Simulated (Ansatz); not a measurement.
An input for Ansatz 0.2.0 (CdWO4 (P2/c)):

```yaml
crystal:
  lattice:
    - [5.04, 0.0, 0.0]
    - [0.0, 5.8701, 0.0]
    - [-0.1309573182, 0.0, 5.0824131071]
  atoms:
    - { symbol: Cd, position: [0.5, 0.69729, 0.25] }
    - { symbol: Cd, position: [0.5, 0.30271, 0.75] }
    - { symbol: W, position: [0.0, 0.17855, 0.25] }
    - { symbol: W, position: [0.0, 0.82145, 0.75] }
    - { symbol: O, position: [0.2018, 0.0955, 0.9504] }
    - { symbol: O, position: [0.7982, 0.0955, 0.5496] }
    - { symbol: O, position: [0.7982, 0.9045, 0.0496] }
    - { symbol: O, position: [0.2018, 0.9045, 0.4504] }
    - { symbol: O, position: [0.242, 0.3703, 0.3839] }
    - { symbol: O, position: [0.758, 0.3703, 0.1161] }
    - { symbol: O, position: [0.758, 0.6297, 0.6161] }
    - { symbol: O, position: [0.242, 0.6297, 0.8839] }
kpoints:
  mp_grid: { grid: [6, 4, 6] }
hamiltonian:
  xc: lda
scf:
  occupations: { method: fermi_dirac, width: 0.02 }
relax:
  f_tol: 0.003
  max_steps: 90
  cell: { p_target: -3.79, stress_tol: 0.01 }
basis:
  ecutwfc: 550.0
```

```sh
ansatz run input.yaml --threads 3 --pin off --max-ram 92160MiB --backend cuda --events-out ev --progress --plain --runs-dir out --devices 1 --max-vram 13GiB
```

Question: How long will it take on 1 × NVIDIA H100 80GB HBM3 (shared by 6 runs) with 3 threads of AMD EPYC 7R13 (Zen 3), shared host, and how much memory?

It took 86 s; on shared hardware allow 43 s to 2.9 min. Peak host memory was 1.1 GiB. The sizes that set the cost: 4363 plane waves a state, 60 irreducible k points and 73 SCF cycles.

[Paths, hosts, dates, memory and timing lines, banners, echoed tables and standing remarks are left out of the program output.]

[Logs are printed without paths, hosts, clocks, repeated set-up lines and the standing remarks that a program may print on its own settings, such as how far it seeks lower states.]

[Runs of the session that timed out or met a known fault of the program may be left out.]

[Cells called generated may have been cut or substituted from an entry of the Crystallography Open Database or the Materials Project.]

[Hosts, paths, dates, database ids (printed as entryN), source tags and the programs' standing remarks are cut or masked in the printed files.]
